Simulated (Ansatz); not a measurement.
# Rb3ClF2: complex band structure, part 2 of 2

Aim: relax a made-up compound, Rb3ClF2, and see how good a tunnel barrier it would be. It is built by putting F for Br in the Rb3Br2Cl structure of space group I4/mmm, with the volume rescaled by atomic radii. The parent structure comes from the Materials Project.

Ansatz 0.2.0; LDA DFT, plane waves, PAW files (the session's first sound run).

So far, gap on path (eV): step 3 (band edges) 4.75.

The structure was built from a prototype and need not be the compound's stable phase.

### 4. Decaying states in the gap

This step: LDA DFT, plane waves, PAW files; complex bands by layer matching along the plane's normal (Ansatz 0.2.0).

The same crystal is laid in a cell whose first two vectors span the (001) plane (indices of the standard conventional cell, whose axes can be ordered otherwise than in the bulk input). At fixed energy and wavevector in the plane the solver finds all kz, real and complex. A few wavevectors are listed, (0, 0) and (0.5, 0) in units of the plane's reciprocal vectors; the slowest state needn't be among them.

File input.yaml:

```yaml
crystal:
  lattice:
    - [4.187954069, 0.0, 0.0]
    - [0.0, 4.187954069, 0.0]
    - [2.093977035, 2.093977035, 8.614739918]
  atoms:
    - { symbol: Rb, position: [0.3223859501, 0.3223859501, 0.3552280998] }
    - { symbol: Rb, position: [0.0, 0.0, 0.0] }
    - { symbol: Rb, position: [0.6776140499, 0.6776140499, 0.6447719002] }
    - { symbol: F, position: [0.1687883745, 0.1687883745, 0.662423251] }
    - { symbol: F, position: [0.8312116255, 0.8312116255, 0.337576749] }
    - { symbol: Cl, position: [0.5, 0.5, 0.0] }
kpoints:
  mp_grid: { grid: [6, 6, 6] }
scf:
  occupations: { method: fixed }
hamiltonian:
  xc: lda
output:
  eigenvalues: true
  transmission:
    leads: [[0, 0]]
    kpoints: [[0.0, 0.0], [0.5, 0.0]]
    e_range: [-1.0, 5.75]
    de: 0.11
```

Started as:

```sh
$ ansatz run input.yaml --threads 2 --pin off --max-ram 4096MiB --backend cpu --events-out ev --progress --plain --runs-dir out
```

Numbers of over 12 decimals in the logs are rounded to 6 here.

The log of the run:

```text
[...]
Crystal: 6 atoms, lattice volume = 151.094 Å³
Basis set: ecut = 420 eV, 2913 PW (Γ)
Bands: 30, of which v1, the nominal top of the filled ones, is band 24 counted from 1 (23 counted from 0)
Symmetry: 16 space group operations
[...]
k-points: 30 of 216
[...]
SCF iter   1: F=—  HF=-12152.558622 eV  |F-HF|=—  |Δ(HF+E_count)|=         —  Δρ=1.22e-2  dr2=1.79e-1  ethr=1.77e-3  ⟨swp⟩=5.0  Hψ=3584  notcnv=0  defer=105
[...]
SCF iter   7: F=-12152.511698 eV  HF=-12152.511698 eV  |F-HF|=5.95e-9  |Δ(HF+E_count)|=   7.24e-8  Δρ=2.16e-6  dr2=1.48e-8  ethr=2.08e-10  ⟨swp⟩=10.8  Hψ=4212  notcnv=0
SCF 1 converged in 7 iterations: F = -12152.511698 eV  dr2 = 1.48e-8
[...]
transmission: 17 of 34 steps passed
transmission: 34 of 34 steps passed
SCF converged after 7 iterations
Free energy (F): -12152.511698 eV
[...]
Internal energy: -12152.511698 eV  (E = F + TS)
E sigma→0 (E₀):  -12152.511698 eV
Fermi energy:    2.043282 eV
[...]
--- Band table (eV; the first three rows and the last of 30) ---
  k-point 0: bands = [... 20 lower, 1.4802, 1.7430, 2.0433, 2.0433, 6.7892, 8.1613, 8.6920, 9.3549, ... 2 higher]
  k-point 1: bands = [... 20 lower, 1.4825, 1.6744, 2.0426, 2.0426, 6.9054, 8.0922, 8.8249, 8.8741, ... 2 higher]
  k-point 2: bands = [... 20 lower, 1.4867, 1.6567, 2.0411, 2.0411, 7.2004, 7.9976, 8.3409, 9.0771, ... 2 higher]
  k-point 29: bands = [... 20 lower, 1.4764, 1.7199, 1.9788, 1.9834, 8.2985, 8.5400, 9.7650, 10.2929, ... 2 higher]
--- Transmission ---
  basis      : 145 plane waves across, 17 finite elements along
  points     : 2, as listed
  energies   : 62 from -1.000000 to 5.710000 eV about the Fermi level, 0.110000 eV apart; the leads are filled to 2.372957 eV, and channels, transmission and decay are at 2.410000 eV
  crystal 0  : Rb3Cl1F2, at the sites [0, 0], period 8.6147 Å: whole cells are its period
    offset         : up to 0.0000 Å between an atom of the period and one for which it stands
    channels       : 0.000000e0 a spin
    conductance    : none, the energies end too early or step too widely for 300 K: set another output.transmission.e_range or a lower de, or, where they end at an eighth of basis.ecutwfc, a higher one
    slowest decay  : 0.3675 /Å at (0.0000, 0.0000)
```

Run time: 46 s. Hardware: 2 threads of Arm Neoverse N1, shared host; peak memory 0.53 GiB.

Numbers from this step:

- level to which the leads are filled: 2.373 eV from the Fermi level
- decay constant at the filling level, zone centre: 0.3675 Å⁻¹
- decay constant at the filling level, slowest listed point: 0.3675 Å⁻¹

K parallel (0, 0); values up to 1.5 1/Å, a degenerate pair printed once or twice; energies at which all values exceed this have no row. Table of Im kz of the slowest decaying states by energy, zero at the highest filled level on the SCF mesh:

| energy (eV) | decay 1 (Å⁻¹) | decay 2 (Å⁻¹) | decay 3 (Å⁻¹) | decay 4 (Å⁻¹) |
| --- | --- | --- | --- | --- |
| -1.000 | 0.0717 | 0.767 | 1.41 | 1.46 |
| -0.450 | 0.0532 | 0.575 | 1.35 | 1.41 |
| -0.010 | 0.203 | 0.262 | 0.290 | 0.701 |
| 0.540 | 0.299 | 0.378 | 0.700 | 0.886 |
| 0.980 | 0.337 | 0.432 | 0.743 | 0.951 |
| 1.530 | 0.361 | 0.476 | 0.764 | 1.00 |
| 1.970 | 0.369 | 0.501 | 0.768 | 1.03 |
| 2.520 | 0.366 | 0.523 | 0.763 | 1.01 |
| 2.960 | 0.352 | 0.535 | 0.753 | 0.943 |
| 3.510 | 0.320 | 0.544 | 0.734 | 0.857 |
| 3.950 | 0.275 | 0.546 | 0.715 | 0.780 |
| 4.500 | 0.166 | 0.544 | 0.669 | 0.686 |
| 5.050 | 0.533 | 0.538 | 0.650 | 0.818 |
| 5.490 | 0.0519 | 0.384 | 0.531 | 0.617 |

K parallel (0.5, 0); values up to 1.5 1/Å, a degenerate pair printed once or twice; energies at which all values exceed this have no row. The Im kz of the slowest decaying states by energy, zero at the highest filled level on the SCF mesh:

| energy (eV) | decay 1 (Å⁻¹) | decay 2 (Å⁻¹) | decay 3 (Å⁻¹) | decay 4 (Å⁻¹) |
| --- | --- | --- | --- | --- |
| -1.000 | 0.211 | 0.318 | 0.535 | - |
| -0.450 | 0.0474 | 0.622 | 0.647 | - |
| -0.010 | 0.255 | 0.729 | 0.749 | - |
| 0.540 | 0.356 | 0.781 | 0.820 | - |
| 0.980 | 0.402 | 0.804 | 0.851 | - |
| 1.530 | 0.439 | 0.821 | 0.874 | - |
| 1.970 | 0.459 | 0.827 | 0.883 | - |
| 2.520 | 0.476 | 0.829 | 0.888 | 1.50 |
| 2.960 | 0.484 | 0.826 | 0.887 | 1.45 |
| 3.510 | 0.488 | 0.820 | 0.882 | 1.38 |
| 3.950 | 0.487 | 0.814 | 0.874 | 1.32 |
| 4.500 | 0.481 | 0.809 | 0.862 | 1.24 |
| 5.050 | 0.470 | 0.825 | 0.846 | 1.12 |
| 5.490 | 0.457 | 0.831 | 0.888 | 0.963 |

At the listed wavevectors the last open channel is at -0.34 eV and the next at +4.83 eV on the grid, wider than the gap, since narrow bands can fall between grid energies. At +2.41 eV, the grid energy nearest the filling level (the middle of the gap on the SCF mesh), the slowest state at the listed wavevectors decays with κ = 0.367 Å⁻¹, its amplitude falling by e over 2.7 Å. Through 1 nm of this crystal that state's transmission falls by exp(−2 × 0.367 Å⁻¹ × 10 Å) = 6.4e-4.

### 5. The same cell, other settings

This step: LDA DFT, plane waves, PAW files; complex bands by layer matching along the plane's normal; changed: magnetization = {"spin_polarized": true} (Ansatz 0.2.0).

This run repeats an earlier one, its twin (the complex run, plane (001)), with two settings changed (starting moments or atoms, magnetization.spin_polarized; files written aside). It is meant to test how the run responds and whether spin polarisation matters.

input.yaml, the sections that differ from step 4:

```yaml
crystal:
  lattice:
    - [4.187954069, 0.0, 0.0]
    - [0.0, 4.187954069, 0.0]
    - [2.093977035, 2.093977035, 8.614739918]
  atoms:
    - { symbol: Rb, position: [0.3223859501, 0.3223859501, 0.3552280998], spin: 0.2 }
    - { symbol: Rb, position: [0.0, 0.0, 0.0], spin: 0.2 }
    - { symbol: Rb, position: [0.6776140499, 0.6776140499, 0.6447719002], spin: 0.2 }
    - { symbol: F, position: [0.1687883745, 0.1687883745, 0.662423251], spin: 0.2 }
    - { symbol: F, position: [0.8312116255, 0.8312116255, 0.337576749], spin: 0.2 }
    - { symbol: Cl, position: [0.5, 0.5, 0.0], spin: 0.2 }
magnetization:
  spin_polarized: true
# kpoints, scf, hamiltonian, output: as in step 4
```

The log of the run:

```text
Error: inconsistent input (scf.occupations.method, magnetization): a σ = 0 step fill (method: fixed, or a smearing width below the step floor) with no hard lock on the total moment puts the same N_el/2 bands in each spin channel, which gives a total moment of zero, but the starting moments sum to +1.2000 μB; make the starting moments (crystal.atoms[].spin / magnetization.per_species / magnetization.initial_magnetization) sum to zero, or set magnetization.spin_locking.lock_magnetization: hard with an even integer magnetization.initial_magnetization, or use a smearing method with a finite width, such as fermi_dirac
```

It took 0.14 s on 2 threads; peak memory 0.081 GiB.

The program refused the input before any cycle.

The program's message: “Error: inconsistent input (scf.occupations.method, magnetization): a σ = 0 step fill (method: fixed, or a smearing width below the step floor) with no hard lock on the total moment puts the same N_el/ …”

### 6. A check of the settings: output.transmission.temperature = 200.0

This step: LDA DFT, plane waves, PAW files; complex bands by layer matching along the plane's normal; changed: output.transmission.temperature = 200.0 (Ansatz 0.2.0).

This run repeats an earlier one, its twin (the complex run, plane (001)), with one setting changed (output.transmission.temperature; files written aside). It is meant to test how the leads' temperature enters. Where the input is shown as a difference, that is against the step before, not the twin.

File input.yaml:

```yaml
crystal:
  lattice:
    - [4.187954069, 0.0, 0.0]
    - [0.0, 4.187954069, 0.0]
    - [2.093977035, 2.093977035, 8.614739918]
  atoms:
    - { symbol: Rb, position: [0.3223859501, 0.3223859501, 0.3552280998] }
    - { symbol: Rb, position: [0.0, 0.0, 0.0] }
    - { symbol: Rb, position: [0.6776140499, 0.6776140499, 0.6447719002] }
    - { symbol: F, position: [0.1687883745, 0.1687883745, 0.662423251] }
    - { symbol: F, position: [0.8312116255, 0.8312116255, 0.337576749] }
    - { symbol: Cl, position: [0.5, 0.5, 0.0] }
kpoints:
  mp_grid: { grid: [6, 6, 6] }
scf:
  occupations: { method: fixed }
hamiltonian:
  xc: lda
output:
  eigenvalues: true
  transmission:
    leads: [[0, 0]]
    kpoints: [[0.0, 0.0], [0.5, 0.0]]
    e_range: [-1.0, 5.75]
    de: 0.11
    temperature: 200.0
```

The log of the run:

```text
[...]
Crystal: 6 atoms, lattice volume = 151.094 Å³
Basis set: ecut = 420 eV, 2913 PW (Γ)
Bands: 30, of which v1, the nominal top of the filled ones, is band 24 counted from 1 (23 counted from 0)
Symmetry: 16 space group operations
[...]
k-points: 30 of 216
[...]
SCF iter   1: F=—  HF=-12152.558622 eV  |F-HF|=—  |Δ(HF+E_count)|=         —  Δρ=1.22e-2  dr2=1.79e-1  ethr=1.77e-3  ⟨swp⟩=5.0  Hψ=3584  notcnv=0  defer=105
[...]
SCF iter   7: F=-12152.511698 eV  HF=-12152.511698 eV  |F-HF|=5.95e-9  |Δ(HF+E_count)|=   7.24e-8  Δρ=2.16e-6  dr2=1.48e-8  ethr=2.08e-10  ⟨swp⟩=10.8  Hψ=4212  notcnv=0
SCF 1 converged in 7 iterations: F = -12152.511698 eV  dr2 = 1.48e-8
[...]
transmission: 17 of 34 steps passed
transmission: 34 of 34 steps passed
SCF converged after 7 iterations
Free energy (F): -12152.511698 eV
[...]
Internal energy: -12152.511698 eV  (E = F + TS)
E sigma→0 (E₀):  -12152.511698 eV
Fermi energy:    2.043282 eV
[...]
--- Band table (eV; the first three rows and the last of 30) ---
  k-point 0: bands = [... 20 lower, 1.4802, 1.7430, 2.0433, 2.0433, 6.7892, 8.1613, 8.6920, 9.3549, ... 2 higher]
  k-point 1: bands = [... 20 lower, 1.4825, 1.6744, 2.0426, 2.0426, 6.9054, 8.0922, 8.8249, 8.8741, ... 2 higher]
  k-point 2: bands = [... 20 lower, 1.4867, 1.6567, 2.0411, 2.0411, 7.2004, 7.9976, 8.3409, 9.0771, ... 2 higher]
  k-point 29: bands = [... 20 lower, 1.4764, 1.7199, 1.9788, 1.9834, 8.2985, 8.5400, 9.7650, 10.2929, ... 2 higher]
--- Transmission ---
  basis      : 145 plane waves across, 17 finite elements along
  points     : 2, as listed
[...]
crystal 0  : Rb3Cl1F2, at the sites [0, 0], period 8.6147 Å: whole cells are its period
[...]
channels       : 0.000000e0 a spin
[...]
slowest decay  : 0.3675 /Å at (0.0000, 0.0000)
```

Wall time 46 s (2 threads); peak memory 0.53 GiB; 65 s of CPU time.

K parallel (0, 0); values up to 1.5 1/Å, a degenerate pair printed once or twice; energies at which all values exceed this have no row. Im kz of the slowest decaying states against energy, zero at the highest filled level on the SCF mesh:

| energy (eV) | decay 1 (Å⁻¹) | decay 2 (Å⁻¹) | decay 3 (Å⁻¹) | decay 4 (Å⁻¹) |
| --- | --- | --- | --- | --- |
| -1.00 | 0.0717 | 0.767 | 1.41 | 1.46 |
| -0.78 | 0.0672 | 0.654 | 1.39 | 1.44 |
| -0.45 | 0.0532 | 0.575 | 1.35 | 1.41 |
| -0.23 | 0.109 | 0.165 | 0.640 | 1.33 |
| -0.01 | 0.203 | 0.262 | 0.290 | 0.701 |
| 0.10 | 0.230 | 0.294 | 0.547 | 0.765 |
| 0.32 | 0.271 | 0.342 | 0.655 | 0.838 |
| 0.65 | 0.311 | 0.394 | 0.714 | 0.905 |
| 0.87 | 0.329 | 0.420 | 0.735 | 0.938 |
| 1.20 | 0.349 | 0.452 | 0.754 | 0.974 |
| 1.42 | 0.358 | 0.469 | 0.762 | 0.994 |
| 1.64 | 0.364 | 0.483 | 0.766 | 1.01 |
| 1.97 | 0.369 | 0.501 | 0.768 | 1.03 |
| 2.19 | 0.369 | 0.511 | 0.767 | 1.04 |
| 2.52 | 0.366 | 0.523 | 0.763 | 1.01 |
| 2.74 | 0.360 | 0.530 | 0.759 | 0.975 |
| 3.07 | 0.348 | 0.537 | 0.750 | 0.926 |
| 3.29 | 0.335 | 0.541 | 0.743 | 0.892 |
| 3.51 | 0.320 | 0.544 | 0.734 | 0.857 |
| 3.84 | 0.288 | 0.546 | 0.720 | 0.800 |
| 4.06 | 0.259 | 0.546 | 0.710 | 0.759 |
| 4.39 | 0.197 | 0.545 | 0.692 | 0.693 |
| 4.61 | 0.126 | 0.543 | 0.645 | 0.679 |
| 4.94 | 0.540 | 0.563 | 0.658 | 0.830 |
| 5.16 | 0.501 | 0.537 | 0.642 | 0.807 |
| 5.49 | 0.0519 | 0.384 | 0.531 | 0.617 |
| 5.71 | 0.0700 | 0.274 | 0.528 | 0.599 |

K parallel (0.5, 0); values up to 1.5 1/Å, a degenerate pair printed once or twice; energies at which all values exceed this have no row. The Im kz of the slowest decaying states by energy, zero at the highest filled level on the SCF mesh:

| energy (eV) | decay 1 (Å⁻¹) | decay 2 (Å⁻¹) | decay 3 (Å⁻¹) | decay 4 (Å⁻¹) |
| --- | --- | --- | --- | --- |
| -1.00 | 0.211 | 0.318 | 0.535 | - |
| -0.78 | 0.0175 | 0.324 | 0.514 | - |
| -0.45 | 0.0474 | 0.622 | 0.647 | - |
| -0.23 | 0.171 | 0.695 | 0.700 | - |
| -0.01 | 0.255 | 0.729 | 0.749 | - |
| 0.10 | 0.282 | 0.742 | 0.768 | - |
| 0.32 | 0.325 | 0.764 | 0.797 | - |
| 0.65 | 0.370 | 0.788 | 0.829 | - |
| 0.87 | 0.392 | 0.800 | 0.844 | - |
| 1.20 | 0.419 | 0.812 | 0.862 | - |
| 1.42 | 0.433 | 0.819 | 0.870 | - |
| 1.64 | 0.445 | 0.823 | 0.877 | - |
| 1.97 | 0.459 | 0.827 | 0.883 | - |
| 2.19 | 0.467 | 0.828 | 0.886 | - |
| 2.52 | 0.476 | 0.829 | 0.888 | 1.50 |
| 2.74 | 0.481 | 0.828 | 0.888 | 1.47 |
| 3.07 | 0.485 | 0.825 | 0.887 | 1.44 |
| 3.29 | 0.487 | 0.823 | 0.885 | 1.41 |
| 3.51 | 0.488 | 0.820 | 0.882 | 1.38 |
| 3.84 | 0.488 | 0.816 | 0.876 | 1.34 |
| 4.06 | 0.487 | 0.813 | 0.872 | 1.31 |
| 4.39 | 0.483 | 0.810 | 0.864 | 1.26 |
| 4.61 | 0.480 | 0.810 | 0.859 | 1.22 |
| 4.94 | 0.473 | 0.818 | 0.849 | 1.15 |
| 5.16 | 0.467 | 0.838 | 0.842 | 1.08 |
| 5.49 | 0.457 | 0.831 | 0.888 | 0.963 |
| 5.71 | 0.448 | 0.778 | 0.823 | 1.02 |

The temperature enters the conductance and not T(E) itself. No conductance was computed here for it to change.

### 7. Outcome

* band gap: 4.75 eV
* least decay constant at mid-gap, normal to (001): 0.367 Å⁻¹

In words: With LDA, the slowest decay at the wavevectors tried is κ = 0.367 Å⁻¹, normal to (001). Through such a film the transmission near mid-gap falls as exp(−2κd), a factor of ten every 3.1 Å. A free electron under a barrier of half the gap would need a mass of 0.22 mₑ to decay at this rate. The compound is made up by substitution; its stability against other phases and against distortions of the cell's symmetry was not tested. A semilocal functional narrows gaps, so real decay constants are likely larger.

[Logs are printed without paths, hosts, clocks, repeated set-up lines and the standing remarks that a program may print on its own settings, such as how far it seeks lower states.]

[Hosts, paths, dates, database ids (printed as entryN), source tags and the programs' standing remarks are cut or masked in the printed files.]
